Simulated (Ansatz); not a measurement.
# Si on Ag(111): change of the work function, part 2 of 4

Wanted: Δφ(θ) for Si/Ag(111), starting from the fcc site.

Ansatz 0.2.0; plane-wave DFT, PBE, Ansatz PAW.

So far, work function, upper face (eV): step 2 (the clean slab) 4.47.

### Step 3. The covered slab, k-mesh 4×4×1, coverage 0.111 ML

System of this step: Si/Ag(111). The cell holds 37 atoms: 36 Ag and 1 Si. Cell: a = 8.676 Å, b = 8.676 Å, c = 27.202 Å, α = 90.0°, β = 90.0°, γ = 60.0°. Vacuum lies along c.

The clean slab as it ended is repeated in the plane and the adsorbate is set on one face; the cell's size fixes the coverage, and the k-mesh shrinks with it to keep the sampling density about even. Adsorbate and upper layers relax, since the dipole depends on the height.

File input.yaml:

```yaml
crystal:
  lattice:
    - [8.6762002052, 1.0e-10, 0.0]
    - [4.3381001025, 7.5138097861, 0.0]
    - [0.0, 0.0, 27.2020003268]
  atoms:
    - { symbol: Ag, position: [0.0, 0.0, 0.3308580212] }
    - { symbol: Ag, position: [0.1111111111, 0.1111111111, 0.4176664387] }
    - { symbol: Ag, position: [0.2222222222, 0.2222222222, 0.5054791142] }
    - { symbol: Ag, position: [0.0, 0.0, 0.5941195892] }
    - { symbol: Ag, position: [0.0, 0.3333333333, 0.3308580212] }
    - { symbol: Ag, position: [0.1111111111, 0.4444444444, 0.4176664387] }
    - { symbol: Ag, position: [0.2222222222, 0.5555555556, 0.5054791142] }
    - { symbol: Ag, position: [0.0, 0.3333333333, 0.5941195892] }
    - { symbol: Ag, position: [0.0, 0.6666666667, 0.3308580212] }
    - { symbol: Ag, position: [0.1111111111, 0.7777777778, 0.4176664387] }
    - { symbol: Ag, position: [0.2222222222, 0.8888888889, 0.5054791142] }
    - { symbol: Ag, position: [0.0, 0.6666666667, 0.5941195892] }
    - { symbol: Ag, position: [0.3333333333, 0.0, 0.3308580212] }
    - { symbol: Ag, position: [0.4444444444, 0.1111111111, 0.4176664387] }
    - { symbol: Ag, position: [0.5555555556, 0.2222222222, 0.5054791142] }
    - { symbol: Ag, position: [0.3333333333, 0.0, 0.5941195892] }
    - { symbol: Ag, position: [0.3333333333, 0.3333333333, 0.3308580212] }
    - { symbol: Ag, position: [0.4444444444, 0.4444444444, 0.4176664387] }
    - { symbol: Ag, position: [0.5555555556, 0.5555555556, 0.5054791142] }
    - { symbol: Ag, position: [0.3333333333, 0.3333333333, 0.5941195892] }
    - { symbol: Ag, position: [0.3333333333, 0.6666666667, 0.3308580212] }
    - { symbol: Ag, position: [0.4444444444, 0.7777777778, 0.4176664387] }
    - { symbol: Ag, position: [0.5555555556, 0.8888888889, 0.5054791142] }
    - { symbol: Ag, position: [0.3333333333, 0.6666666667, 0.5941195892] }
    - { symbol: Ag, position: [0.6666666667, 0.0, 0.3308580212] }
    - { symbol: Ag, position: [0.7777777778, 0.1111111111, 0.4176664387] }
    - { symbol: Ag, position: [0.8888888889, 0.2222222222, 0.5054791142] }
    - { symbol: Ag, position: [0.6666666667, 0.0, 0.5941195892] }
    - { symbol: Ag, position: [0.6666666667, 0.3333333333, 0.3308580212] }
    - { symbol: Ag, position: [0.7777777778, 0.4444444444, 0.4176664387] }
    - { symbol: Ag, position: [0.8888888889, 0.5555555556, 0.5054791142] }
    - { symbol: Ag, position: [0.6666666667, 0.3333333333, 0.5941195892] }
    - { symbol: Ag, position: [0.6666666667, 0.6666666667, 0.3308580212] }
    - { symbol: Ag, position: [0.7777777778, 0.7777777778, 0.4176664387] }
    - { symbol: Ag, position: [0.8888888889, 0.8888888889, 0.5054791142] }
    - { symbol: Ag, position: [0.6666666667, 0.6666666667, 0.5941195892] }
    - { symbol: Si, position: [0.1111111111, 0.1111111111, 0.6691419788] }
kpoints:
  mp_grid: { grid: [4, 4, 1] }
hamiltonian:
  xc: pbe
scf:
  occupations: { method: fermi_dirac, width: 0.1 }
  convergence: { dr2_threshold: 1.0e-08 }
efield:
  axis: 3
  dipole_correction: true
  ramp_position: 0.97
  ramp_width: 0.06
relax:
  f_tol: 0.02
  max_steps: 60
  constraints:
    - { sites: [0, 1, 4, 5, 8, 9, 12, 13, 16, 17, 20, 21, 24, 25, 28, 29, 32, 33] }
output:
  write_potential: true
  write_density: true
  volumetric_format: npy
```

Launch:

```sh
$ ansatz run input.yaml --threads 4 --pin off --max-ram 16384MiB --backend cpu --events-out ev --progress --plain --runs-dir out
```

What it wrote:

```text
[...]
Crystal: 37 atoms, lattice volume = 1773.334 Å³
Basis set: ecut = 420 eV, 34729 PW (Γ), exchange–correlation on 120×120×384 points (8 copies of the dense FFT grid, shifted against one another)
Bands: 413, of which v1, the nominal top of the filled ones, is band 344 counted from 1 (343 counted from 0)
Symmetry: 6 space group operations
[...]
k-points: 4 of 16 (time reversal used)
[...]
SCF iter   1: F=—  HF=-273888.097452 eV  |F-HF|=—  |Δ(HF+E_count)|=         —  Δρ=1.28e-3  dr2=1.35e-1  ethr=1.77e-3  p=-0.018 e·Å  D=-1.79e-3 V/Å  ΔV_dip=0.05 eV  dr2_dipole=3.50e-2  V_vac-E_F(+/−)=4.45/4.40 eV  ⟨swp⟩=6.2  Hψ=6365  notcnv=0  defer=181
[...]
SCF iter  10: F=-273888.136758 eV  HF=-273888.136758 eV  |F-HF|=1.09e-8  |Δ(HF+E_count)|=   4.35e-8  Δρ=4.06e-7  dr2=3.53e-9  ethr=1.45e-12  p=-0.057 e·Å  D=-5.78e-3 V/Å  ΔV_dip=0.16 eV  dr2_dipole=1.00e-16  V_vac-E_F(+/−)=4.61/4.45 eV  ⟨swp⟩=8.0  Hψ=9615  notcnv=0
SCF 1 converged in 10 iterations: F = -273888.136758 eV  dr2 = 3.53e-9
[...]
relax step   1: F+E_penalty+E_count = -273888.13675776 eV  Δ(F+E_penalty+E_count) = +0.000e0 eV  max|allowed force component| = 1.160e0 eV/Å  Δτ_max = 0.0000 Å  (10 SCF iters, accepted)
[...]
SCF iter  10: F=-273888.305535 eV  HF=-273888.305535 eV  |F-HF|=8.27e-9  |Δ(HF+E_count)|=   2.16e-8  Δρ=2.21e-7  dr2=1.69e-9  ethr=1.45e-12  p=-0.063 e·Å  D=-6.42e-3 V/Å  ΔV_dip=0.17 eV  dr2_dipole=4.77e-11  V_vac-E_F(+/−)=4.63/4.46 eV  ⟨swp⟩=8.0  Hψ=9530  notcnv=0
SCF 2 converged in 10 iterations: F = -273888.305535 eV  dr2 = 1.69e-9
relax step   2: F+E_penalty+E_count = -273888.30553536 eV  Δ(F+E_penalty+E_count) = -1.688e-1 eV  max|allowed force component| = 3.309e-1 eV/Å  Δτ_max = 0.1944 Å  (10 SCF iters, accepted)
SCF iter   1: F=—  HF=-273888.316974 eV  |F-HF|=—  |Δ(HF+E_count)|=         —  Δρ=7.42e-4  dr2=1.28e-2  ethr=4.29e-5  p=-0.063 e·Å  D=-6.42e-3 V/Å  ΔV_dip=0.17 eV  dr2_dipole=7.20e-5  V_vac-E_F(+/−)=4.63/4.46 eV  ⟨swp⟩=6.0  Hψ=4384  notcnv=0  defer=175
[...]
SCF iter   9: F=-273888.315685 eV  HF=-273888.315685 eV  |F-HF|=1.08e-8  |Δ(HF+E_count)|=   7.97e-9  Δρ=2.50e-7  dr2=2.89e-9  ethr=1.45e-12  p=-0.060 e·Å  D=-6.11e-3 V/Å  ΔV_dip=0.17 eV  dr2_dipole=3.31e-10  V_vac-E_F(+/−)=4.62/4.46 eV  ⟨swp⟩=8.0  Hψ=9606  notcnv=0
SCF 3 converged in 9 iterations: F = -273888.315685 eV  dr2 = 2.89e-9
relax step   3: F+E_penalty+E_count = -273888.31568518 eV  Δ(F+E_penalty+E_count) = -1.015e-2 eV  max|allowed force component| = 7.309e-2 eV/Å  Δτ_max = 0.0867 Å  (9 SCF iters, accepted)
SCF iter   1: F=—  HF=-273888.316269 eV  |F-HF|=—  |Δ(HF+E_count)|=         —  Δρ=1.95e-4  dr2=6.40e-4  ethr=1.06e-6  p=-0.060 e·Å  D=-6.11e-3 V/Å  ΔV_dip=0.17 eV  dr2_dipole=5.38e-6  V_vac-E_F(+/−)=4.63/4.46 eV  ⟨swp⟩=5.0  Hψ=5463  notcnv=0  defer=185
[...]
SCF iter   7: F=-273888.316967 eV  HF=-273888.316967 eV  |F-HF|=1.80e-9  |Δ(HF+E_count)|=   2.62e-8  Δρ=6.60e-7  dr2=9.27e-9  ethr=1.45e-12  p=-0.061 e·Å  D=-6.19e-3 V/Å  ΔV_dip=0.17 eV  dr2_dipole=2.55e-10  V_vac-E_F(+/−)=4.63/4.46 eV  ⟨swp⟩=7.2  Hψ=11095  notcnv=0
SCF 4 converged in 7 iterations: F = -273888.316967 eV  dr2 = 9.27e-9
[...]
relax step   4: F+E_penalty+E_count = -273888.31696738 eV  Δ(F+E_penalty+E_count) = -1.282e-3 eV  max|allowed force component| = 3.237e-3 eV/Å  Δτ_max = 0.0112 Å  (7 SCF iters, accepted)
NSCF: frozen V_eff on 4 k-points
[...]
WARN: The output density's exchange-correlation potential varies sharply where the density is thin. Do not read a vacuum level from v_tot or v_xc, or from such a field of the output density. On a cell that repeats whose density bears no net charge and no dipole along the vacuum's axis use v_es (v_loc + v_h of the components); under efield.dipole_correction with no amplitude use v_es + v_field, which holds any externa [...]
SCF converged after 7 iterations
Free energy (F): -273888.316967 eV
[...]
Internal energy: -273887.877489 eV  (E = F + TS)
E sigma→0 (E₀):  -273888.097228 eV
Entropy (-TS):   -0.439479 eV (-11.878 meV/atom)
Fermi energy:    3.195051 eV
Dipole field:    D = -0.006201 V/Å  (p = -0.060768 e·Å, saw-weighted, corrected)
Work function:   Φ+ = 4.6274 eV   Φ− = 4.4587 eV
[...]
--- Forces (eV/Å), atoms counted from 1 ---
  atom   1  Ag     0.01889498     0.01090902    -0.15400710
  atom   2  Ag    -0.00000000    -0.00000000     0.10990731
  atom   3  Ag    -0.00234424    -0.00135345     0.00004597
  atom   4  Ag     0.00140810     0.00081297    -0.00156988
  atom   5  Ag     0.00000000    -0.02181804    -0.15400710
  atom   6  Ag     0.02875746     0.00330534     0.16108290
  atom   7  Ag    -0.00038099     0.00021996    -0.00048307
  atom   8  Ag     0.00000000    -0.00162594    -0.00156988
  atom   9  Ag    -0.02762655     0.01595020    -0.14038888
  atom  10  Ag     0.01151622    -0.02655736     0.16108290
  atom  11  Ag    -0.00000000     0.00270690     0.00004597
  atom  12  Ag     0.00046711    -0.00026969     0.00090418
  atom  13  Ag    -0.01889498     0.01090902    -0.15400710
  atom  14  Ag     0.01724124     0.02325202     0.16108290
  atom  15  Ag     0.00000000    -0.00043992    -0.00048307
  atom  16  Ag    -0.00140810     0.00081297    -0.00156988
  atom  17  Ag     0.01709595     0.00987035    -0.13427538
  atom  18  Ag     0.00000000    -0.00000000     0.15628320
  atom  19  Ag     0.00038099     0.00021996    -0.00048307
  atom  20  Ag    -0.00101977    -0.00058877     0.00085360
  atom  21  Ag     0.00000000    -0.01974070    -0.13427538
  atom  22  Ag    -0.01151622    -0.02655736     0.16108290
  atom  23  Ag    -0.00280340     0.00161855     0.00055431
  atom  24  Ag    -0.00000000     0.00117753     0.00085360
  atom  25  Ag     0.00000000    -0.03190040    -0.14038888
  atom  26  Ag    -0.01724124     0.02325202     0.16108290
  atom  27  Ag     0.00234424    -0.00135345     0.00004597
  atom  28  Ag    -0.00000000     0.00053937     0.00090418
  atom  29  Ag    -0.01709595     0.00987035    -0.13427538
  atom  30  Ag    -0.02875746     0.00330534     0.16108290
  atom  31  Ag     0.00000000    -0.00323709     0.00055431
  atom  32  Ag     0.00101977    -0.00058877     0.00085360
  atom  33  Ag     0.02762655     0.01595020    -0.14038888
  atom  34  Ag     0.00000000    -0.00000000     0.05206182
  atom  35  Ag     0.00280340     0.00161855     0.00055431
  atom  36  Ag    -0.00046711    -0.00026969     0.00090418
  atom  37  Si    -0.00000000    -0.00000000     0.00032846
  max |Σ_I F_I| component: 2.05e-5 eV/Å
--- Band table (eV) ---
  k-point 0: bands = [... 340 lower, 2.2860, 2.2860, 2.3293, 2.6523, 2.7351, 2.7351, 2.7635, 3.5158, ... 65 higher]
  k-point 1: bands = [... 340 lower, 2.1812, 2.3054, 2.5049, 2.5939, 3.1475, 3.2950, 3.6158, 3.8712, ... 65 higher]
  k-point 2: bands = [... 340 lower, 2.9085, 2.9297, 3.1612, 3.2539, 3.3369, 3.4406, 3.4892, 3.6124, ... 65 higher]
  k-point 3: bands = [... 340 lower, 2.9133, 3.0687, 3.0771, 3.2486, 3.3445, 3.5627, 3.6355, 3.6526, ... 65 higher]
--- Relaxed structure (4 steps of the walk, 4 accepted, 0 SCFs on fresh bases) ---
  F+E_penalty+E_count = -273888.31696738 eV   max|allowed force component| = 3.237e-3 eV/Å
  atoms:
    - { symbol: Ag, position: [1.111111e-11, 1.111111e-11, 0.3308580212] }
    - { symbol: Ag, position: [0.111111, 0.111111, 0.4176664387] }
    - { symbol: Ag, position: [0.222014, 0.222014, 0.505641] }
    - { symbol: Ag, position: [-0.0043249, -0.0043249, 0.594567] }
    - { symbol: Ag, position: [1.111111e-11, 0.333333, 0.3308580212] }
    - { symbol: Ag, position: [0.111111, 0.444444, 0.4176664387] }
    - { symbol: Ag, position: [0.222673, 0.555330, 0.506031] }
    - { symbol: Ag, position: [-0.0043249, 0.341983, 0.594567] }
    - { symbol: Ag, position: [-2.222222e-11, 0.666667, 0.3308580212] }
    - { symbol: Ag, position: [0.111111, 0.777778, 0.4176664387] }
    - { symbol: Ag, position: [0.222014, 0.889306, 0.505641] }
    - { symbol: Ag, position: [-0.000485987, 0.666910, 0.593530] }
    - { symbol: Ag, position: [0.333333, 1.111111e-11, 0.3308580212] }
    - { symbol: Ag, position: [0.444444, 0.111111, 0.4176664387] }
    - { symbol: Ag, position: [0.555330, 0.222673, 0.506031] }
    - { symbol: Ag, position: [0.341983, -0.0043249, 0.594567] }
    - { symbol: Ag, position: [0.333333, 0.333333, 0.3308580212] }
    - { symbol: Ag, position: [0.444444, 0.444444, 0.4176664387] }
    - { symbol: Ag, position: [0.555330, 0.555330, 0.506031] }
    - { symbol: Ag, position: [0.333112, 0.333112, 0.595241] }
    - { symbol: Ag, position: [0.333333, 0.666667, 0.3308580212] }
    - { symbol: Ag, position: [0.444444, 0.777778, 0.4176664387] }
    - { symbol: Ag, position: [0.555636, 0.888849, 0.505011] }
    - { symbol: Ag, position: [0.333112, 0.667109, 0.595241] }
    - { symbol: Ag, position: [0.666667, -2.222220e-11, 0.3308580212] }
    - { symbol: Ag, position: [0.777778, 0.111111, 0.4176664387] }
    - { symbol: Ag, position: [0.889306, 0.222014, 0.505641] }
    - { symbol: Ag, position: [0.666910, -0.000485987, 0.593530] }
    - { symbol: Ag, position: [0.666667, 0.333333, 0.3308580212] }
    - { symbol: Ag, position: [0.777778, 0.444444, 0.4176664387] }
    - { symbol: Ag, position: [0.888849, 0.555636, 0.505011] }
    - { symbol: Ag, position: [0.667109, 0.333112, 0.595241] }
    - { symbol: Ag, position: [0.666667, 0.666667, 0.3308580212] }
    - { symbol: Ag, position: [0.777778, 0.777778, 0.4176664387] }
    - { symbol: Ag, position: [0.888849, 0.888849, 0.505011] }
    - { symbol: Ag, position: [0.666910, 0.666910, 0.593530] }
    - { symbol: Si, position: [0.111111, 0.111111, 0.659150] }
```

Run time: 7 min. Hardware: 4 threads of Intel Xeon Platinum 8259CL at 2.50GHz (Skylake/Cascade Lake), shared host; peak memory 12 GiB.

Relaxation path:

```tsv
step	energy less that of the first step (eV)	largest force component (eV/Å)
1	0.0000	1.1598
2	-0.1688	0.3309
3	-0.1789	0.0731
4	-0.1802	0.0032
```

The run keeps the 6 symmetry operations that the program found, so distortions that break them were not tested.

The atoms that moved most (Å):

```tsv
atom	dx	dy	dz	length
Si37	0.000	0.000	-0.272	0.272
Ag4	-0.056	-0.032	0.012	0.066
Ag16	0.056	-0.032	0.012	0.066
Ag8	0.000	0.065	0.012	0.066
Ag20	-0.003	-0.002	0.031	0.031
Ag24	0.000	0.003	0.031	0.031
Ag32	0.003	-0.002	0.031	0.031
Ag36	0.003	0.002	-0.016	0.016
```

The relaxed structure:

```xyz
37
Lattice="8.6762 0.0000 0.0000 4.3381 7.5138 0.0000 0.0000 0.0000 27.2020" Properties=species:S:1:pos:R:3
Ag    0.0000    0.0000    9.0000
Ag    1.4460    0.8349   11.3614
Ag    2.8894    1.6682   13.7544
Ag   -0.0563   -0.0325   16.1734
Ag    1.4460    2.5046    9.0000
Ag    2.8921    3.3395   11.3614
Ag    4.3410    4.1726   13.7651
Ag    1.4460    2.5696   16.1734
Ag    2.8921    5.0092    9.0000
Ag    4.3381    5.8441   11.3614
Ag    5.7841    6.6821   13.7544
Ag    2.8889    5.0110   16.1452
Ag    2.8921    0.0000    9.0000
Ag    4.3381    0.8349   11.3614
Ag    5.7841    1.6731   13.7651
Ag    2.9484   -0.0325   16.1734
Ag    4.3381    2.5046    9.0000
Ag    5.7841    3.3395   11.3614
Ag    7.2272    4.1726   13.7651
Ag    4.3352    2.5029   16.1917
Ag    5.7841    5.0092    9.0000
Ag    7.2302    5.8441   11.3614
Ag    8.6767    6.6786   13.7373
Ag    5.7841    5.0125   16.1917
Ag    5.7841    0.0000    9.0000
Ag    7.2302    0.8349   11.3614
Ag    8.6789    1.6682   13.7544
Ag    5.7841   -0.0037   16.1452
Ag    7.2302    2.5046    9.0000
Ag    8.6762    3.3395   11.3614
Ag   10.1222    4.1749   13.7373
Ag    7.2330    2.5029   16.1917
Ag    8.6762    5.0092    9.0000
Ag   10.1222    5.8441   11.3614
Ag   11.5677    6.6786   13.7373
Ag    8.6794    5.0110   16.1452
Si    1.4460    0.8349   17.9302
```

Read from the output:

| Quantity | Value |
| --- | --- |
| energy at zero smearing | -273888.0972 eV |
| work function, upper face | 4.627 eV |
| work function, lower face | 4.459 eV |
| dipole along the normal | -0.06077 e·Å |
| step between the vacuum levels | 0.1687 eV |

Running mean over 2.361 Å of the planar mean; the ramp of the sawtooth is left out. Table of electron's electrostatic potential energy less the Fermi level by z:

z (Å), electron's electrostatic potential energy less the Fermi level (eV) and a bar from the least value:
```
      3.5       4.46 ##############################
      4.0       4.46 ##############################
      4.5       4.46 ##############################
      5.0       4.45 ##############################
      5.5       4.44 #############################
      6.0       4.38 #############################
      6.5       4.20 #############################
      7.0       3.49 ###########################
      7.5       1.22 ####################
      8.0      -2.23 ###########
      8.5      -4.94 ###
      9.0      -5.84 #
      9.5      -5.99 
     10.0      -6.02 
     10.5      -6.05 
     11.0      -6.06 
     11.5      -6.03 
     12.0      -5.91 
     12.5      -5.82 #
     13.0      -5.86 #
     13.5      -5.96 
     14.0      -5.94 
     14.5      -5.74 #
     15.0      -5.64 #
     15.5      -5.77 #
     16.0      -5.96 
     16.5      -5.74 #
     17.0      -4.09 ######
     17.5      -0.92 ##############
     18.0       1.89 ######################
     18.5       3.12 ##########################
     19.0       3.75 ############################
     19.5       4.26 #############################
     20.0       4.52 ##############################
     20.5       4.60 ##############################
     21.0       4.62 ##############################
     21.5       4.63 ##############################
     22.0       4.63 ##############################
     22.5       4.63 ##############################
     23.0       4.63 ##############################
     23.5       4.63 ##############################
     24.0       4.63 ##############################
```

The relaxation took 4 steps and lowered the energy by 0.18 eV; the largest force on the free atoms ends at 0.0032 eV/Å.

The covered face has 4.63 eV, +0.16 eV against the clean one; the bare back face has moved by +0.01 eV, a measure of how thin the slab is.

[end of part 2 of 4]

[Long decimals in the printed logs are rounded to 6 places.]

[Logs are printed without paths, hosts, clocks, repeated set-up lines and the standing remarks that a program may print on its own settings, such as how far it seeks lower states.]

[Hosts, paths, dates, database ids (printed as entryN), source tags and the programs' standing remarks are cut or masked in the printed files.]

[Maps of the electrostatic potential energy from Ansatz leave out the sawtooth potential of an applied field or a dipole correction, so their vacuum need not be flat; planar profiles and work functions include it.]
